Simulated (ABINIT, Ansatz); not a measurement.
# A GW chain in ABINIT: Te (P3_121), part 2 of 3

Aim: the G0W0 gap of Te (P3_121) on PBE, step by step.

ABINIT 10.8.3; PBE and many-body steps on it, plane waves. Known limits of the many-body steps: not at the basis limit; model gap, bands may invert with spin-orbit coupling; screening runs away on this mesh; no spin-orbit coupling; coarse k mesh.

So far. Step 2 (Ground state): The gap is direct, at (0.333, 0.333, 0.500).

### 3. Bands along the symmetry lines

Level of this step: DFT, PBE, plane waves, norm-conserving pseudopotentials (ABINIT).

Levels along a band path, at the cheap level, show where the edges lie and whether the meshes to come will hold them.

Input file run.abi:

```
acell 3*1.0 Angstrom
rprim 
  4.457199999972 0.000000000006 0.000000000000
  -2.228599999992 3.860048429721 0.000000000000
  0.000000000000 0.000000000000 5.929000000000
ntypat 1
znucl 52
natom 3
typat 1 1 1
xred 
  0.263300000000 0.000000000000 0.333333333333
  0.000000000000 0.263300000000 0.666666666667
  0.736700000000 0.736700000000 -0.000000000000
pp_dirpath "pseudos"
pseudos "Te.upf"
ecut 39
iscf -2
irdden 1
kptopt 0
nkpt 39
kpt 
  0.00000000 0.00000000 0.00000000
  0.12500000 0.00000000 0.00000000
  0.25000000 0.00000000 0.00000000
  0.37500000 0.00000000 0.00000000
  0.50000000 0.00000000 0.00000000
  0.45833333 0.08333333 0.00000000
  0.41666666 0.16666666 0.00000000
  0.37500000 0.25000000 0.00000000
  0.33333333 0.33333333 0.00000000
  0.25000000 0.25000000 0.00000000
  0.16666666 0.16666666 0.00000000
  0.08333333 0.08333333 0.00000000
  0.00000000 0.00000000 0.00000000
  0.00000000 0.00000000 0.12500000
  0.00000000 0.00000000 0.25000000
  0.00000000 0.00000000 0.37500000
  0.00000000 0.00000000 0.50000000
  0.12500000 0.00000000 0.50000000
  0.25000000 0.00000000 0.50000000
  0.37500000 0.00000000 0.50000000
  0.50000000 0.00000000 0.50000000
  0.45833333 0.08333333 0.50000000
  0.41666666 0.16666666 0.50000000
  0.37500000 0.25000000 0.50000000
  0.33333333 0.33333333 0.50000000
  0.25000000 0.25000000 0.50000000
  0.16666666 0.16666666 0.50000000
  0.08333333 0.08333333 0.50000000
  0.00000000 0.00000000 0.50000000
  0.50000000 0.00000000 0.50000000
  0.50000000 0.00000000 0.37500000
  0.50000000 0.00000000 0.25000000
  0.50000000 0.00000000 0.12500000
  0.50000000 -0.00000000 0.00000000
  0.33333333 0.33333333 0.50000000
  0.33333333 0.33333333 0.37500000
  0.33333333 0.33333333 0.25000000
  0.33333333 0.33333333 0.12500000
  0.33333333 0.33333333 0.00000000
istwfk *1
nband 43
nbdbuf 2
tolwfr 1e-08
nstep 40
prtwf 0
prtvol 0
indata_prefix "in"
outdata_prefix "out"
tmpdata_prefix "tmp"
```

The run is started by

```bash
> OMP_NUM_THREADS=1 mpirun -n 16 abinit run.abi > log
```

Numbers of over 12 decimals in the logs are rounded to 6 here.

The program printed:

```text
.Version 10.8.3 of ABINIT. v10.8.2 released Aug 2026.

 Symmetries : space group P3_1 2 1 (#152); Bravais hP (primitive hexag.)
[... echo of the input left out ...]
== DATASET  1 ==================================================================
-   mpi_nproc: 16, omp_nthreads: 1 (-1 if OMP is not activated)
-    --> not optimal distribution: autoparal keyword recommended in input file <--

--- !DatasetInfo
iteration_state: {dtset: 1, }
dimensions: {natom: 3, nkpt: 39, mband: 43, nsppol: 1, nspinor: 1, nspden: 1, mpw: 8042, }
cutoff_energies: {ecut:  39.0, pawecutdg:  -1.0, }
electrons: {nelect:   7.20000000E+01, charge:   0.00000000E+00, occopt:   1.00000000E+00, tsmear:   1.00000000E-02, }

 Real(R)+Recip(G) space primitive vectors, cartesian coordinates (Bohr,Bohr^-1):
 R(1)=  8.4228873  0.0000000  0.0000000  G(1)=  0.1187241  0.0685454  0.0000000
 R(2)= -4.2114436  7.2944344  0.0000000  G(2)=  0.0000000  0.1370908  0.0000000
 R(3)=  0.0000000  0.0000000 11.2041862  G(3)=  0.0000000  0.0000000  0.0892524
 Unit cell volume ucvol=  6.8838742E+02 bohr^3
 Angles (23,13,12)=  9.00000000E+01  9.00000000E+01  1.20000000E+02 degrees

 getcut: wavevector=  0.0000  0.0000  0.0000  ngfft=  48  48  64
         ecut(hartree)=     39.000   => boxcut(ratio)=   2.02714

--- Pseudopotential description ------------------------------------------------
- Te Generated using ONCVPSP code by D. R. Hamann
- 52.00000  24.00000  220131                  znucl, zion, pspdat
12 -101130 3 -1 1294                          pspcod,pspxc,lmax,lloc,mmax
     nproj     2     2     2     2
  pspatm : epsatm=   28.89495404
         --- l  ekb(1:nproj) -->
             0    9.158100   -0.350391
             1    3.254928   -0.666646
             2   -3.247931   -0.911641
[...]
pspatm: atomic psp has been read  and splines computed

--------------------------------------------------------------------------------

================================================================================
 prteigrs : about to open file out_EIG
 Non-SCF case, kpt    1 (  0.00000  0.00000  0.00000), residuals and eigenvalues=
  5.68E-09  9.89E-09  4.85E-09  5.79E-09  2.55E-09  3.56E-09  2.95E-09  2.75E-09
  7.44E-09  8.21E-09  3.24E-09  8.50E-09  4.05E-09  3.69E-09  7.38E-09  6.71E-09
  5.97E-09  9.24E-09  1.62E-09  4.08E-09  3.57E-09  9.32E-09  7.34E-09  6.91E-09
[...]
-5.6313E+00 -5.6313E+00 -5.6313E+00 -3.7968E+00 -3.7968E+00 -3.7967E+00
 -3.7957E+00 -3.7956E+00 -3.7956E+00 -3.7898E+00 -3.7898E+00 -3.7898E+00
 -1.1245E+00 -1.1245E+00 -1.1226E+00 -1.1224E+00 -1.1224E+00 -1.1195E+00
[...]
4.8567E-01
 Non-SCF case, kpt    2 (  0.12500  0.00000  0.00000), residuals and eigenvalues=
[...]
4.8689E-01
 Non-SCF case, kpt    3 (  0.25000  0.00000  0.00000), residuals and eigenvalues=
[...]
5.1515E-01
[...]
Non-SCF case, kpt   38 (  0.33333  0.33333  0.12500), residuals and eigenvalues=
[...]
5.7725E-01
 Non-SCF case, kpt   39 (  0.33333  0.33333  0.00000), residuals and eigenvalues=
[...]
8.3123E-02  8.3123E-02  1.3798E-01  1.3798E-01  1.4388E-01  1.5359E-01
  3.5578E-01  3.5578E-01  3.6863E-01  4.2917E-01  4.6834E-01  4.6834E-01
  5.6724E-01

--- !ResultsGS
iteration_state: {dtset: 1, }
comment   : Summary of ground state results
lattice_vectors:
- [  8.4228873,   0.0000000,   0.0000000, ]
- [ -4.2114436,   7.2944344,   0.0000000, ]
- [  0.0000000,   0.0000000,  11.2041862, ]
lattice_lengths: [   8.42289,    8.42289,   11.20419, ]
lattice_angles: [ 90.000,  90.000, 120.000, ] # degrees, (23, 13, 12)
lattice_volume:   6.8838742E+02
convergence: {deltae:  0.000E+00, res2:  0.000E+00, residm:  9.987E-09, diffor:  0.000E+00, }
etotal    :  -8.41456413E+02
entropy   :   0.00000000E+00
fermie    :   2.49476202E-01
cartesian_stress_tensor: null
pressure_GPa: null
xred      :
- [  2.6330E-01,   9.2519E-17,   3.3333E-01, Te]
- [ -4.8280E-19,   2.6330E-01,   6.6667E-01, Te]
- [  7.3670E-01,   7.3670E-01,   7.4015E-17, Te]
cartesian_forces: null
force_length_stats: {min: null, max: null, mean: null, }

 Integrated electronic density in atomic spheres:
 ------------------------------------------------
 Atom  Sphere_radius  Integrated_density
[...]
================================================================================

 ----iterations are completed or convergence reached----

 Mean square residual over all n,k,spin=   46.690E-10; max=  99.866E-10
 reduced coordinates (array xred) for    3 atoms
[...]
cartesian coordinates (angstrom) at end:
    1      1.173581     1.58e-12     1.976333
    2     -0.586790     1.016351     3.952667
    3      1.641810     2.843698     0.000000
 length scales=  1.889726125908  1.889726125908  1.889726125908 bohr
              =  1.000000000000  1.000000000000  1.000000000000 angstroms
 prteigrs : about to open file out_EIG
 Eigenvalues (hartree) for nkpt=  39  k points:
 kpt#   1, nband= 43, wtk=  1.00000, kpt=  0.0000  0.0000  0.0000 (reduced coord)
[...]
kpt#   2, nband= 43, wtk=  1.00000, kpt=  0.1250  0.0000  0.0000 (reduced coord)
[...]
kpt#   3, nband= 43, wtk=  1.00000, kpt=  0.2500  0.0000  0.0000 (reduced coord)
[...]
kpt#  38, nband= 43, wtk=  1.00000, kpt=  0.3333  0.3333  0.1250 (reduced coord)
[...]
0.46033    0.47345    0.57725
 kpt#  39, nband= 43, wtk=  1.00000, kpt=  0.3333  0.3333  0.0000 (reduced coord)
[...]
-1.11604   -1.11416   -1.11416   -0.20885   -0.14125   -0.14125    0.08312    0.08312
   0.13798    0.13798    0.14388    0.15359    0.35578    0.35578    0.36863    0.42917
   0.46834    0.46834    0.56724

== END DATASET(S) ==============================================================
================================================================================

 -outvars: echo values of variables after computation  --------
            nband          43
             nkpt          39
          spgroup         152
 [... the other variables as echoed above ...]

 Calculation completed.
```

Wall time 21 s (16 MPI ranks of Arm Neoverse V2, shared host); peak memory 1.3 GiB; 5.4 min of CPU time.

Numbers from this step:

- gap: 0.1818 eV
- k of the valence top: 0.3333, 0.3333, 0.5
- k of the conduction bottom: 0.3333, 0.3333, 0.5
- least direct gap: 0.1818 eV

The gap is 0.182 eV, as in the run before at this level.

Electronic bands along the path, in eV, zero at the top of the highest filled band:

```
    point  band 33  band 34  band 35  band 36  band 37  band 38  band 39  band 40
        Γ    -2.78    -1.64    -1.64    -0.73     1.05     1.05     1.68     5.00
  halfway    -3.35    -1.56    -1.03    -0.80     0.94     1.16     2.00     3.90
        M    -3.52    -3.45    -1.11    -0.83     0.95     1.05     3.07     3.77
  halfway    -3.37    -3.31    -1.92    -1.83     1.81     2.18     3.57     3.85
        K    -3.03    -3.03    -2.87    -2.61     2.89     2.89     3.24     4.89
  halfway    -3.01    -1.82    -1.36    -1.35     1.59     1.60     1.99     4.31
        Γ    -2.78    -1.64    -1.64    -0.73     1.05     1.05     1.68     5.00
  halfway    -2.50    -1.47    -1.46    -0.80     0.76     0.77     1.19     4.46
        A    -2.65    -1.32    -1.04    -1.04     0.56     0.62     0.62     4.07
  halfway    -3.13    -2.00    -1.85    -1.29     1.31     1.89     2.23     4.54
        L    -3.64    -2.37    -2.03    -0.21     0.80     1.96     2.59     4.60
  halfway    -4.37    -1.44    -1.29    -0.11     0.75     1.64     2.12     4.94
        H    -4.96    -1.04     0.00     0.00     0.18     1.47     1.47     5.92
  halfway    -3.69    -1.92    -1.63    -0.77     0.86     2.13     2.31     4.67
        A    -2.65    -1.32    -1.04    -1.04     0.56     0.62     0.62     4.07
jump to L    -3.64    -2.37    -2.03    -0.21     0.80     1.96     2.59     4.60
  halfway    -3.55    -2.07    -1.71    -1.39     1.22     1.96     2.69     3.84
        M    -3.52    -3.45    -1.11    -0.83     0.95     1.05     3.07     3.77
jump to H    -4.96    -1.04     0.00     0.00     0.18     1.47     1.47     5.92
  halfway    -4.13    -2.54    -1.50    -1.05     1.79     2.44     2.52     5.36
        K    -3.03    -3.03    -2.87    -2.61     2.89     2.89     3.24     4.89
```

### 4. Empty states on the mesh, 3×3×2 mesh, 759 bands

The sums over transitions need many empty states on a uniform mesh; this step solves for them.

Input file run.abi:

```
acell 3*1.0 Angstrom
rprim 
  4.457199999972 0.000000000006 0.000000000000
  -2.228599999992 3.860048429721 0.000000000000
  0.000000000000 0.000000000000 5.929000000000
ntypat 1
znucl 52
natom 3
typat 1 1 1
xred 
  0.263300000000 0.000000000000 0.333333333333
  0.000000000000 0.263300000000 0.666666666667
  0.736700000000 0.736700000000 -0.000000000000
pp_dirpath "pseudos"
pseudos "Te.upf"
ecut 39
ngkpt 3 3 2
nshiftk 1
shiftk 0 0 0
kptopt 1
chksymbreak 0
iscf -2
irdden 1
istwfk *1
nband 759
nbdbuf 68
tolwfr 1e-09
nstep 60
prtvol 0
indata_prefix "in"
outdata_prefix "out"
tmpdata_prefix "tmp"
```

The run is started by

```bash
> OMP_NUM_THREADS=2 mpirun -n 6 abinit run.abi > log
```

The program printed:

```text
.Version 10.8.3 of ABINIT. v10.8.2 released Aug 2026.

 Symmetries : space group P3_1 2 1 (#152); Bravais hP (primitive hexag.)
[... echo of the input left out ...]
== DATASET  1 ==================================================================
-   mpi_nproc: 6, omp_nthreads: 2 (-1 if OMP is not activated)

--- !DatasetInfo
iteration_state: {dtset: 1, }
dimensions: {natom: 3, nkpt: 6, mband: 759, nsppol: 1, nspinor: 1, nspden: 1, mpw: 8029, }
cutoff_energies: {ecut:  39.0, pawecutdg:  -1.0, }
electrons: {nelect:   7.20000000E+01, charge:   0.00000000E+00, occopt:   1.00000000E+00, tsmear:   1.00000000E-02, }

 Real(R)+Recip(G) space primitive vectors, cartesian coordinates (Bohr,Bohr^-1):
 R(1)=  8.4228873  0.0000000  0.0000000  G(1)=  0.1187241  0.0685454  0.0000000
 R(2)= -4.2114436  7.2944344  0.0000000  G(2)=  0.0000000  0.1370908  0.0000000
 R(3)=  0.0000000  0.0000000 11.2041862  G(3)=  0.0000000  0.0000000  0.0892524
 Unit cell volume ucvol=  6.8838742E+02 bohr^3
 Angles (23,13,12)=  9.00000000E+01  9.00000000E+01  1.20000000E+02 degrees

 getcut: wavevector=  0.0000  0.0000  0.0000  ngfft=  48  48  64
         ecut(hartree)=     39.000   => boxcut(ratio)=   2.02714

--- Pseudopotential description ------------------------------------------------
- Te Generated using ONCVPSP code by D. R. Hamann
- 52.00000  24.00000  220131                  znucl, zion, pspdat
12 -101130 3 -1 1294                          pspcod,pspxc,lmax,lloc,mmax
     nproj     2     2     2     2
  pspatm : epsatm=   28.89495404
         --- l  ekb(1:nproj) -->
             0    9.158100   -0.350391
             1    3.254928   -0.666646
             2   -3.247931   -0.911641
[...]
pspatm: atomic psp has been read  and splines computed

--------------------------------------------------------------------------------

================================================================================
 prteigrs : about to open file out_EIG
 Non-SCF case, kpt    1 (  0.00000  0.00000  0.00000), residuals and eigenvalues=
  8.33E-10  6.15E-10  3.37E-10  8.94E-11  1.09E-10  1.19E-10  1.02E-10  1.16E-10
  1.36E-10  1.08E-10  1.20E-10  1.25E-10  1.53E-10  4.89E-10  8.02E-10  8.61E-10
  1.54E-10  7.59E-10  3.26E-11  6.21E-10  9.65E-11  8.91E-10  2.82E-10  4.28E-10
[...]
1.55E-03  1.30E-03  2.39E-03  2.58E-03  4.70E-03  4.45E-03  6.68E-03
 -5.6313E+00 -5.6313E+00 -5.6313E+00 -3.7968E+00 -3.7968E+00 -3.7967E+00
 -3.7957E+00 -3.7956E+00 -3.7956E+00 -3.7898E+00 -3.7898E+00 -3.7898E+00
 -1.1245E+00 -1.1245E+00 -1.1226E+00 -1.1224E+00 -1.1224E+00 -1.1195E+00
[...]
7.5392E+00  7.5483E+00  7.5485E+00  7.5638E+00  7.5641E+00  7.5643E+00
  7.5757E+00  7.5809E+00  7.5828E+00  7.6115E+00  7.6275E+00  7.6360E+00
[...]
prteigrs : prtvol=0 or 1, do not print more k-points.

--- !ResultsGS
iteration_state: {dtset: 1, }
comment   : Summary of ground state results
lattice_vectors:
- [  8.4228873,   0.0000000,   0.0000000, ]
- [ -4.2114436,   7.2944344,   0.0000000, ]
- [  0.0000000,   0.0000000,  11.2041862, ]
lattice_lengths: [   8.42289,    8.42289,   11.20419, ]
lattice_angles: [ 90.000,  90.000, 120.000, ] # degrees, (23, 13, 12)
lattice_volume:   6.8838742E+02
convergence: {deltae:  0.000E+00, res2:  0.000E+00, residm:  9.973E-10, diffor:  0.000E+00, }
etotal    :  -8.41456413E+02
entropy   :   0.00000000E+00
fermie    :   2.49476202E-01
cartesian_stress_tensor: null
pressure_GPa: null
xred      :
- [  2.6330E-01,   9.2519E-17,   3.3333E-01, Te]
- [ -4.8280E-19,   2.6330E-01,   6.6667E-01, Te]
- [  7.3670E-01,   7.3670E-01,   7.4015E-17, Te]
cartesian_forces: null
force_length_stats: {min: null, max: null, mean: null, }

 Integrated electronic density in atomic spheres:
 ------------------------------------------------
 Atom  Sphere_radius  Integrated_density
[...]
================================================================================

 ----iterations are completed or convergence reached----

 Mean square residual over all n,k,spin=   29.695E-11; max=  99.729E-11
 reduced coordinates (array xred) for    3 atoms
[...]
-0.000000000000      0.263300000000      0.666666666667
       0.736700000000      0.736700000000      0.000000000000

 cartesian coordinates (angstrom) at end:
    1      1.173581     1.58e-12     1.976333
    2     -0.586790     1.016351     3.952667
    3      1.641810     2.843698     0.000000
 length scales=  1.889726125908  1.889726125908  1.889726125908 bohr
              =  1.000000000000  1.000000000000  1.000000000000 angstroms
 prteigrs : about to open file out_EIG
 Eigenvalues (hartree) for nkpt=   6  k points:
 kpt#   1, nband=759, wtk=  0.05556, kpt=  0.0000  0.0000  0.0000 (reduced coord)
[...]
7.45335    7.45335    7.47519    7.48892    7.48894    7.49859    7.53842    7.53864
   7.53920    7.54832    7.54851    7.56377    7.56406    7.56431    7.57567    7.58086
   7.58281    7.61155    7.62746    7.63603    7.64215    7.65273    7.67674
 prteigrs : prtvol=0 or 1, do not print more k-points.

== END DATASET(S) ==============================================================
================================================================================

 -outvars: echo values of variables after computation  --------
            nband         759
             nkpt           6
          spgroup         152
 [... the other variables as echoed above ...]

 Calculation completed.
```

It took 7 min on 6 MPI ranks; peak memory 1.2 GiB.

This step gave:

```
gap                                                           : 0.1818 eV
k of the valence top                                          : 0.3333, 0.3333, 0.5
k of the conduction bottom                                    : 0.3333, 0.3333, 0.5
least direct gap                                              : 0.1818 eV
k points computed                                             : 6
lowest point of the top converged band, above the valence top : 186.2630 eV
```

On this mesh the gap is 0.182 eV.

### 5. Screening, 3×3×2 mesh, 691 bands, screening to 272.1 eV

The RPA dielectric matrix is built and inverted for each q.

This step: RPA screening on PBE, plane waves, norm-conserving pseudopotentials.

run.abi, as its differences from that of step 4:

```diff
@@ -21,10 +21,11 @@
 chksymbreak 0
-iscf -2
-irdden 1
 istwfk *1
-nband 759
-nbdbuf 68
-tolwfr 1e-09
-nstep 60
-prtvol 0
+occopt 1
+irdwfk 1
+optdriver 3
+nband 691
+ecuteps 10
+inclvkb 2
+awtr 1
+symchi 1
 indata_prefix "in"
```

The run is started by

```bash
> OMP_NUM_THREADS=1 mpirun -n 16 abinit run.abi > log
```

The program printed:

```text
.Version 10.8.3 of ABINIT. v10.8.2 released Aug 2026.

 Symmetries : space group P3_1 2 1 (#152); Bravais hP (primitive hexag.)
[... echo of the input left out ...]
== DATASET  1 ==================================================================
-   mpi_nproc: 16, omp_nthreads: 1 (-1 if OMP is not activated)

--- !DatasetInfo
iteration_state: {dtset: 1, }
dimensions: {natom: 3, nkpt: 6, mband: 691, nsppol: 1, nspinor: 1, nspden: 1, mpw: 8029, }
cutoff_energies: {ecut:  39.0, pawecutdg:  -1.0, }
electrons: {nelect:   7.20000000E+01, charge:   0.00000000E+00, occopt:   1.00000000E+00, tsmear:   1.00000000E-02, }

 SCREENING: Calculation of the susceptibility and dielectric matrices

 Based on a program developped by R.W. Godby, V. Olevano, G. Onida, and L. Reining.
 Incorporated in ABINIT by V. Olevano, G.-M. Rignanese, and M. Torrent.
.Using double precision arithmetic ; gwpc =  8

[... cell and pseudopotentials left out ...]
--------------------------------------------------------------------------------

 ==== K-mesh for the wavefunctions ====
 Number of points in the irreducible wedge :     6
[... list of points left out ...]
 Together with  6 symmetry operations and time-reversal symmetry
 yields    18 points in the full Brillouin Zone.

 ==== Q-mesh for the screening function ====
 Number of points in the irreducible wedge :     6
[... list of points left out ...]
 Together with  6 symmetry operations and time-reversal symmetry
 yields    18 points in the full Brillouin Zone.

 setmesh: FFT mesh size selected  =    32x   32x   48
          total number of points  =        49152

 vcoul_init : cutoff-mode = AUXILIARY_FUNCTION
 q-points for optical limit:   1
     1)      0.000010    0.000020    0.000030

- screening: taking advantage of time-reversal symmetry
- Maximum band index for partially occupied states nbvw = 36
- Remaining bands to be divided among processors   nbcw = 655
- Number of bands treated by each node ~40

 Number of electrons calculated from density =   72.0000; Expected =   72.0000
 average of density, n =  0.104592
 r_s =    1.3167
 omega_plasma =   31.1965 [eV]

 calculating chi0 at frequencies [eV] :
  1    0.000000E+00    0.000000E+00
  2    0.000000E+00    3.119646E+01

--------------------------------------------------------------------------------
  q-point number  1        q = ( 0.000000, 0.000000, 0.000000) [r.l.u.]
--------------------------------------------------------------------------------
[... chi0 elements left out ...]
 For q-point:  0.000010 0.000020 0.000030
  dielectric constant =   1.40838E+03
  dielectric constant without local fields =   1.74709E+03

  Average fulfillment of the sum rule on Im[epsilon] for q-point    1 :     80.61  [%]
[... wings left out ...]
  q-point number  2        q = ( 0.333333, 0.000000, 0.000000) [r.l.u.]
--------------------------------------------------------------------------------
[... chi0 elements left out ...]
  Average fulfillment of the sum rule on Im[epsilon] for q-point    2 :     82.32  [%]

 [... 4 further q-points ...]
```

Run time: 6.7 min. Hardware: 16 MPI ranks; peak memory 8.8 GiB.

This step gave:

```
ε∞ with local fields, on this mesh, along the program's q direction : 1408
the same without local fields                                       : 1747
plasma frequency                                                    : 31.20 eV
plane waves in the screening matrix                                 : 1005
```

Local fields lower ε∞ by 19 %. The value itself is an artefact of the mesh, where one narrow direct gap carries too much weight.

(Continued in part 3 of 3.)

[Paths, hosts, dates, memory and timing lines, banners, echoed tables and standing remarks are left out of the program output.]

[Logs are printed without paths, hosts, clocks, repeated set-up lines and the standing remarks that a program may print on its own settings, such as how far it seeks lower states.]

[Runs of the session that timed out or met a known fault of the program may be left out.]

[Hosts, paths, dates, database ids (printed as entryN), source tags and the programs' standing remarks are cut or masked in the printed files.]

[G0W0 gaps are taken among the corrected bands and points alone; a level outside them can change the order at an edge.]

[Where Ansatz stands beside ABINIT at settings called matched, ABINIT's density can come from a denser mesh and the files from another edition; pairs whose starting gaps differed by over 0.03 eV were left out, so agreement reads better than it is.]
